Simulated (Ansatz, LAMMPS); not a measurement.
# Static equation of state of glassy 68GeO2-32ZnO (mol %) (91 atoms)

Density of this cell: 4.20 g/cm³. The cell holds 91 atoms: 23 Ge, 11 Zn and 57 O. Cell: a = 11.038 Å, b = 10.823 Å, c = 10.961 Å, α = 88.1°, β = 87.1°, γ = 90.8°. The starting structure: 91 atoms (23 Ge, 11 Zn, 57 O) placed at random at 4 g/cm³, melted at 4000 K for 10 ps at fixed volume with the Morse and Coulomb pair potential with partial charges (Pedone, Malavasi, Menziani, Cormack and Segre, J. Phys. Chem. B 110, 11780 (2006)). Quenched from 4000 K to 300 K at 50 K/ps and fixed volume, held 10 ps at zero pressure, then minimised at fixed cell.

Calculated with Ansatz 0.2.0: Kohn-Sham DFT, PBE, PAW (set soft_1), plane waves; cutoff 420 eV, Γ point, gaussian smearing of 0.05 eV. Cell and atoms were relaxed first, to V0 = 14.361 Å³ an atom at a residual P0 = -0.007 GPa. The cell was then scaled evenly, and the atoms were relaxed at each volume.

| volume (Å³/atom) | pressure (GPa) |
| --- | --- |
| 12.925 | 5.615 |
| 13.499 | ? |
| 13.930 | 1.667 |
| 14.792 | -1.592 |
| 15.223 | -3.016 |

**Question.** Fit the third-order Birch–Murnaghan equation to the rows given and interpolate to the withheld row.

**Working.**

Take the Eulerian strain f = ½[(V0/V)^(2/3) − 1] and the normalised pressure F = (P − P0) / [3f(1 + 2f)^(5/2)]. The third-order Birch–Murnaghan equation is then the line F = B0 + (3/2)B0(B′ − 4) f, so u = f and v = F.

| u = f | v = F (GPa) |
| --- | --- |
| 0.0363832 | 43.2181 |
| 0.0102567 | 51.7350 |
| -0.00975646 | 56.8788 |
| -0.0190507 | 58.0021 |

With n = 4: mean u = 0.00445818, mean v = 52.4585, Σ(u − ū)² = 0.0018076, Σ(u − ū)(v − v̄) = -0.49235. Slope b = -0.49235 / 0.0018076 = -272.39; intercept a = v̄ − b ū = 53.673.

So B0 = a = 53.7 GPa and B′ = 4 + 2b/(3a) = 0.617. At the withheld volume f = 0.02106, F = a + b f = 47.94 GPa, and P = P0 + 3f(1 + 2f)^(5/2) F.

Prediction at 13.499: 3.350 GPa. The run gave 2.592 GPa, so the fit is high by 0.76 GPa (29 % of the value).

The series isn't one smooth equation of state: even a line fitted to all rows, the withheld one included, misses F by up to 20.8 %, the count of bonds changes along the series and an atom moves over 0.5 Å in some relaxation. B0 and B′ are then only the numbers of this fit, not moduli of the material. Among the rows given, the largest miss of the fit is at 12.925, by 0.071 GPa (0.82 % of the range of the table).

Limits: Static cells at zero temperature; the cell shape is held. The program notes that the SCF threshold of these relaxations is loose for the stress. The quench rate of 50 K/ps is many orders above laboratory rates, so the cell is likely richer in defects and strain than a real sample. The network of bonds at the start is that of the classical potential that made the cell, and needn't be the one that DFT or experiment would give. Only the Γ point is sampled, in a cell whose shortest periodic width is 11 Å.

[Hosts, paths, dates, database ids (printed as entryN), source tags and the programs' standing remarks are cut or masked in the printed files.]
